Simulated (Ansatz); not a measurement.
# 1T-PbO2 monolayer in a perpendicular field, part 2 of 3

Wanted: the out-of-plane response of the 1T-PbO2 monolayer. A positive field points along +c.

Ansatz 0.2.0; plane-wave DFT, PBE-D3(BJ), Ansatz PAW (set soft_1); PAW set soft_1.

So far. Step 2 (Relaxing the slab): The lattice constant a goes from 2.874 to 3.398 Å.

## Step 3: Atoms held, field 0

A sawtooth potential applies the field, turning back in the middle of the vacuum. With the dipole correction the typed value is the field outside the slab. The induced dipole is small, so the SCF threshold is tight.

The cell differs from the one that the last finished run ended in (c 35.411 → 20.134 Å).

input.yaml

```yaml
crystal:
  lattice:
    - [3.3984073762, 0.0, 0.0]
    - [-1.6992036881, 2.9431071202, 0.0]
    - [0.0, 0.0, 20.1344642928]
  atoms:
    - { symbol: O, position: [0.6666666667, 0.3333333333, 0.4469947583] }
    - { symbol: Pb, position: [0.0, 0.0, 0.5] }
    - { symbol: O, position: [0.3333333333, 0.6666666667, 0.5530052417] }
kpoints:
  mp_grid: { grid: [18, 18, 1] }
  band_path:
    path: [[0, 0, 0], [0.5, 0, 0], [0.33333333, 0.33333333, 0], [0, 0, 0]]
    npoints: 16
hamiltonian:
  xc: pbe
  dispersion: d3bj
  pseudopotentials: { kind: paw, azcp: { folder: soft_1 } }
scf:
  occupations: { method: fermi_dirac, width: 0.02585 }
  convergence: { dr2_threshold: 1.0e-10 }
efield:
  axis: 3
  dipole_correction: true
  ramp_position: 0.97
  ramp_width: 0.06
  amplitude: 0
output:
  dos: { projected: true, e_range: [-6, 5] }
  write_potential: true
  write_density: true
  volumetric_format: npy
  elf: true
```

Command:

```sh
ansatz run input.yaml --threads 2 --pin off --max-ram 3072MiB --backend cpu --events-out ev --progress --plain --runs-dir out
```

Numbers of over 12 decimals in the logs are rounded to 6 here.

Log:

```text
[...]
Crystal: 3 atoms, lattice volume = 201.382 Å³
Basis set: ecut = 420 eV, 3931 PW (Γ)
Bands: 17, of which v1, the nominal top of the filled ones, is band 13 counted from 1 (12 counted from 0)
Symmetry: 6 space group operations
k-points: 37 of 324 (time reversal used)
[...]
SCF iter   1: F=—  HF=-13043.861656 eV  |F-HF|=—  |Δ(HF+E_count)|=         —  Δρ=6.74e-2  dr2=1.01e1  ethr=3.10e-3  p=0.000 e·Å  D=6.91e-14 V/Å  ΔV_dip=-0.00 eV  dr2_dipole=4.42e-9  V_vac-E_F(+/−)=9.48/9.48 eV  ⟨swp⟩=8.5  Hψ=4417  notcnv=0
efield: sawtooth ramp at fractional position 0.9700 (set: `efield.ramp_position`, or a place that a band, a saddle search or an elastic batch's reference lends), width 0.0600; the density the first Hamiltonian is built on has a dipole p = 0.000 e·Å; the dipole correction subtracts the counter field D = 6.91e-14 V/Å, which shifts the + side's vacuum level by -0.00 eV against the − side's; the planar-averaged density in the ramp window peaks in size at 6.7e-7 e/Å³
[...]
SCF iter   2: F=—  HF=-13042.313248 eV  |F-HF|=—  |Δ(HF+E_count)|=    1.55e0  Δρ=5.42e-2  dr2=4.17e0  ethr=3.10e-3  p=0.000 e·Å  D=4.46e-5 V/Å  ΔV_dip=-0.00 eV  dr2_dipole=1.66e-7  V_vac-E_F(+/−)=6.81/6.81 eV  ⟨swp⟩=4.9  Hψ=2188  notcnv=0
[...]
SCF iter  12: F=-13041.192145 eV  HF=-13041.192145 eV  |F-HF|=1.82e-12  |Δ(HF+E_count)|=  1.27e-10  Δρ=7.93e-8  dr2=1.11e-11  ethr=1.00e-12  p=-0.000 e·Å  D=-5.42e-8 V/Å  ΔV_dip=0.00 eV  dr2_dipole=1.54e-14  V_vac-E_F(+/−)=7.40/7.40 eV  ⟨swp⟩=5.3  Hψ=2340  notcnv=0
SCF 1 converged in 12 iterations: F = -13041.192145 eV  dr2 = 1.11e-11
[...]
NSCF: frozen V_eff on 49 k-points
efield: sawtooth ramp at fractional position 0.9700 (kept from the solve that this one continues, or follows in the run), width 0.0600; the density the first Hamiltonian is built on has a dipole p = -0.000 e·Å; the dipole correction subtracts the counter field D = -5.42e-8 V/Å, which shifts the + side's vacuum level by +0.00 eV against the − side's; the planar-averaged density in the ramp window peaks in size at 1.2e-6 e/Å³
WARN: The output density's exchange-correlation potential varies sharply where the density is thin. Do not read a vacuum level from v_tot or v_xc, or from such a field of the output density. On a cell that repeats whose density bears no net charge and no dipole along the vacuum's axis use v_es (v_loc + v_h of the components); under efield.dipole_correction with no amplitude use v_es + v_field, which holds any externa [...]
SCF converged after 12 iterations
Free energy (F): -13041.192145 eV
[...]
Internal energy: -13041.192145 eV  (E = F + TS)
E sigma→0 (E₀):  -13041.192145 eV
Fermi energy:    -4.042256 eV
Dipole field:    D = 0.000000 V/Å  (p = 0.000000 e·Å, saw-weighted, corrected)
Work function:   Φ+ = 7.3967 eV   Φ− = 7.3967 eV
Levels:          The Fermi level and band energies are counted from a zero that moves with the ramp; work functions are not
[...]
--- Band table (eV; the first three rows and the last of 37) ---
  k-point 0: bands = [... 9 lower, -5.9104, -5.3010, -5.0832, -5.0832, -3.4327, 0.4515, 2.9961, 3.1992]
  k-point 1: bands = [... 9 lower, -5.9549, -5.3490, -5.0921, -5.0775, -3.3182, 0.5611, 3.0341, 3.2544]
  k-point 2: bands = [... 9 lower, -6.0816, -5.4671, -5.0989, -5.0613, -3.0195, 0.8557, 3.1363, 3.4202]
  k-point 36: bands = [... 9 lower, -7.6858, -6.9871, -4.8544, -4.8544, -0.9414, 4.1957, 4.4301, 4.4301]
```

Wall time 11 s (2 threads of Arm Neoverse V1, shared host); peak memory 0.46 GiB; 22 s of CPU time.

This step gave:

```yaml
gap_on_the_k_mesh: 1.333 eV
dipole_along_the_normal: 1.25e-7 e·Å
gap_along_the_path: 1.332 eV
smallest_direct_gap_along_the_path: 1.651 eV
ionisation_energy_upper_face: 8.119 eV
electron_affinity_upper_face: 6.787 eV
gap_the_smaller_of_path_and_mesh: 1.332 eV
```

Running mean over a fixed 2.5 Å (it still follows the layers) of the planar mean; the ramp of the sawtooth is left out. Table of electron's electrostatic potential energy less the Fermi level by z:

```
z (Å)  electron's electrostatic potential energy less the Fermi level (eV)
 2.83                                                                 7.40
 3.28                                                                 7.40
 3.58                                                                 7.40
 4.03                                                                 7.40
 4.33                                                                 7.40
 4.77                                                                 7.40
 5.22                                                                 7.40
 5.52                                                                 7.40
 5.97                                                                 7.39
 6.41                                                                 7.37
 6.71                                                                 7.33
 7.16                                                                 7.06
 7.46                                                                 6.38
 7.90                                                                 4.43
 8.35                                                                 1.55
 8.65                                                               -0.597
 9.10                                                                -3.89
 9.55                                                                -6.81
 9.84                                                                -8.02
10.29                                                                -8.02
10.59                                                                -6.81
11.04                                                                -3.89
11.48                                                               -0.597
11.78                                                                 1.55
12.23                                                                 4.43
12.68                                                                 6.38
12.98                                                                 7.06
13.42                                                                 7.33
13.72                                                                 7.37
14.17                                                                 7.39
14.62                                                                 7.40
14.91                                                                 7.40
15.36                                                                 7.40
15.81                                                                 7.40
16.11                                                                 7.40
16.55                                                                 7.40
16.85                                                                 7.40
17.30                                                                 7.40
```

The density of states has structure finer than the step of the table below, so its rows give means over 0.25 eV, whole bins alone (the curve runs from -6 to 2.6 eV). Peaks (eV: height): -1.840: 5.77, -1.040: 17.3, -0.730: 32.8.

The density of states by energy, zero at the Fermi level of the run, which the smearing sets inside the gap; means over each step:

```
energy (eV)  density of states (states/eV a cell)
      -5.75                                 0.390
      -5.50                                 0.348
      -5.25                                 0.143
      -5.00                                     0
      -4.75                                     0
      -4.50                                     0
      -4.25                                 0.930
      -4.00                                  1.91
      -3.75                                  2.06
      -3.50                                  2.16
      -3.25                                  2.77
      -3.00                                  1.88
      -2.75                                  1.81
      -2.50                                  1.74
      -2.25                                  1.86
      -2.00                                  2.55
      -1.75                                  2.88
      -1.50                                  1.23
      -1.25                                 0.240
      -1.00                                  10.2
      -0.75                                  6.82
      -0.50                                     0
      -0.25                                     0
       0.00                                     0
       0.25                                     0
       0.50                               0.00292
       0.75                                 0.190
       1.00                                 0.249
       1.25                                 0.296
       1.50                                 0.356
       1.75                                 0.451
       2.00                                 0.594
       2.25                                 0.884
```

Projected DOS per atom over height of the atomic layer and energy from the Fermi level. Layers: O Pb O from below.

Ten even steps from '0' (0.00 states/eV) to '9' (2.84 states/eV), each cell a mean:
```
121
000
000
000
000
000
000
000
707
909
101
404
202
202
313
313
212
101
000
000
000
000
```
Columns: height of the atomic layer (Å) from 9 to 11.1; rows upwards: energy from the Fermi level (eV) from -5.96 to 2.59.

The electronic bands at the labelled points (eV, zero at the Fermi level of the run, which the smearing sets inside the gap):

```
  point  band 10  band 11  band 12  band 13  band 14  band 15  band 16  band 17
      Γ    -1.87    -1.26    -1.04    -1.04     0.61     4.49     7.04     7.24
halfway    -2.57    -1.71    -0.95    -0.95     1.98     5.80     7.40     8.33
      M    -3.23    -1.84    -0.87    -0.75     2.57     6.03     8.60    10.25
halfway    -3.47    -2.26    -0.94    -0.72     2.85     6.83     8.55     9.77
      K    -3.64    -2.94    -0.81    -0.81     3.10     8.24     8.47     8.47
halfway    -2.78    -1.74    -1.11    -0.87     2.25     6.38     7.21     8.61
      Γ    -1.87    -1.26    -1.04    -1.04     0.61     4.49     7.04     7.24
```

The electronic bands as a text plot (rows in eV, shown from -7.7 to 6.6 only):

```
    6.3 |                 ++++++++                  +++
    5.7 |       ++++++++++                             +++
    5.1 |    +++                                          +++
    4.5 |++++                                                ++++
    3.9 |
    3.3 |                              +++++
    2.7 |               +++++++++++++++     +++++++
    2.1 |          +++++                           ++++
    1.6 |      ++++                                    +++
    1.0 |  ++++                                           +++++
    0.4 |++                                                    ++
   -0.2 |
   -0.8 |********************************************************
   -1.4 |***********                                  ***********
   -2.0 |********   ****************            ******    *******
   -2.6 |      *******              ****  ******    ******
   -3.2 |          ** **************    **   **********
   -3.8 |            ****          *****************
   -4.4 |                **********
   -5.0 |**                                                    **
   -5.6 |  *****                                          *****
   -6.2 |       ****                                  ****
   -6.8 |           ****                         *****
   -7.4 |               *************************
         Γ                   M           K                      Γ
```

Electrostatic potential energy in the ca plane at fractional y = 0.000, with atoms of Pb within 0.2 Å of it. With pseudopotentials it is smooth inside the atoms' cores, unlike the true potential.

Values in eV, 5 rows by 16 columns, each cell a mean:
```
  3   3   3   3   3   3   2  -7 -38 -28   0   3   3   3   3   3
  3   3   3   3   3   3   3  -1 -13  -7   2   3   3   3   3   3
  3   3   3   3   3   3   3   0  -3  -2   2   3   3   3   3   3
  3   3   3   3   3   3   3  -2 -22 -14   1   3   3   3   3   3
  3   3   3   3   3   3   2  -9 -38 -31  -1   3   3   3   3   3
```
Columns run along c (16.0 Å, from fractional 0.08 to 0.87 of the cell; values clipped at the 3rd and 97th percentile), rows up along a (3.4 Å). Atoms in or near the plane, at fractional coordinates: Pb at (0.50, 0.00).

ELF in the ca plane at fractional y = 0.000, with atoms of Pb within 0.2 Å of it. It is the smooth field of the valence electrons, not physical close to the nuclei.

Ten even steps from '0' (0.00) to '9' (0.52), each cell a mean:
```
00000000000000000001365103641000000000000000
00000000000000000001246556531000000000000000
00000000000000000023444454444210000000000000
00000000000000000247884223798531000000000000
00000000000000000258995214799631000000000000
00000000000000000135764333576420000000000000
00000000000000000012335665432100000000000000
00000000000000000001256325631000000000000000
00000000000000000001364002741000000000000000
```
Columns run along c (16.0 Å, from fractional 0.08 to 0.87 of the cell), rows up along a (3.4 Å). Atoms in or near the plane, at fractional coordinates: Pb at (0.50, 0.00).

Valence density in the ca plane at fractional y = 0.000, with atoms of Pb within 0.2 Å of it. It is the smooth field of the valence electrons, not physical close to the nuclei.

Ten steps, logarithmic in the rise over the least value, from '0' (0.0 e/Å³) to '9' (7.6 e/Å³), each cell a mean:
```
00000000000000000000247998631000000000000000
00000000000000000001135776421000000000000000
00000000000000000001233444321000000000000000
00000000000000000001233223332100000000000000
00000000000000000001233222332100000000000000
00000000000000000001233333322100000000000000
00000000000000000001234665321000000000000000
00000000000000000000247887521000000000000000
00000000000000000000248998631000000000000000
```
Columns run along c (16.0 Å, from fractional 0.08 to 0.87 of the cell), rows up along a (3.4 Å). Atoms in or near the plane, at fractional coordinates: Pb at (0.50, 0.00).

The gap is 1.33 eV, with the valence edge 8.12 eV and the conduction edge 6.79 eV under the upper vacuum level. Spin-orbit coupling, left out in this run, matters for the bands of elements this heavy.

## Step 4: Single point, field 0.1 V/Å

input.yaml: that of step 3 with these lines changed.

```diff
@@ -24,7 +24,6 @@
   dipole_correction: true
-  ramp_position: 0.97
-  ramp_width: 0.06
-  amplitude: 0
+  ramp_position: 0.9185
+  ramp_width: 0.1629
+  amplitude: 0.1
 output:
-  dos: { projected: true, e_range: [-6, 5] }
   write_potential: true
@@ -32,2 +31 @@
   volumetric_format: npy
-  elf: true
```

Log:

```text
[...]
Crystal: 3 atoms, lattice volume = 201.382 Å³
Basis set: ecut = 420 eV, 3931 PW (Γ)
Bands: 17, of which v1, the nominal top of the filled ones, is band 13 counted from 1 (12 counted from 0)
Symmetry: 6 space group operations
k-points: 37 of 324 (time reversal used)
[...]
--- Band table (eV; the first three rows and the last of 37) ---
  k-point 0: bands = [... 9 lower, -5.9107, -5.3014, -5.0834, -5.0834, -3.4329, 0.4507, 2.7679, 3.3895]
  k-point 1: bands = [... 9 lower, -5.9553, -5.3492, -5.0923, -5.0776, -3.3184, 0.5603, 2.8146, 3.4355]
  k-point 2: bands = [... 9 lower, -6.0819, -5.4672, -5.0992, -5.0615, -3.0197, 0.8547, 2.9481, 3.5548]
  k-point 36: bands = [... 9 lower, -7.6834, -6.9873, -4.8611, -4.8481, -0.9416, 4.1950, 4.4297, 4.4299]
[key lines of the parts left out:]
SCF converged after 12 iterations
Free energy (F): -13041.193024 eV
Fermi energy:    -4.042385 eV
Dipole field:    D = 0.015808 V/Å  (p = 0.017592 e·Å, saw-weighted, corrected)
```

Elapsed: 11 s, on 2 threads; peak memory 0.42 GiB; 23 s of CPU time.

The dipole is 0.0176 e·Å, and the gap 1.332 eV.

(Part 2 of 3 ends here.)

[Logs are printed without paths, hosts, clocks, repeated set-up lines and the standing remarks that a program may print on its own settings, such as how far it seeks lower states.]

[Hosts, paths, dates, database ids (printed as entryN), source tags and the programs' standing remarks are cut or masked in the printed files.]

[Maps of the electrostatic potential energy from Ansatz leave out the sawtooth potential of an applied field or a dipole correction, so their vacuum need not be flat; planar profiles and work functions include it.]

[The density of states shown here was stored with 400 of the rows of the run's finer table, so its peaks can read low, often by over a quarter, or be missed, and its means over a window can be off by a tenth or more.]
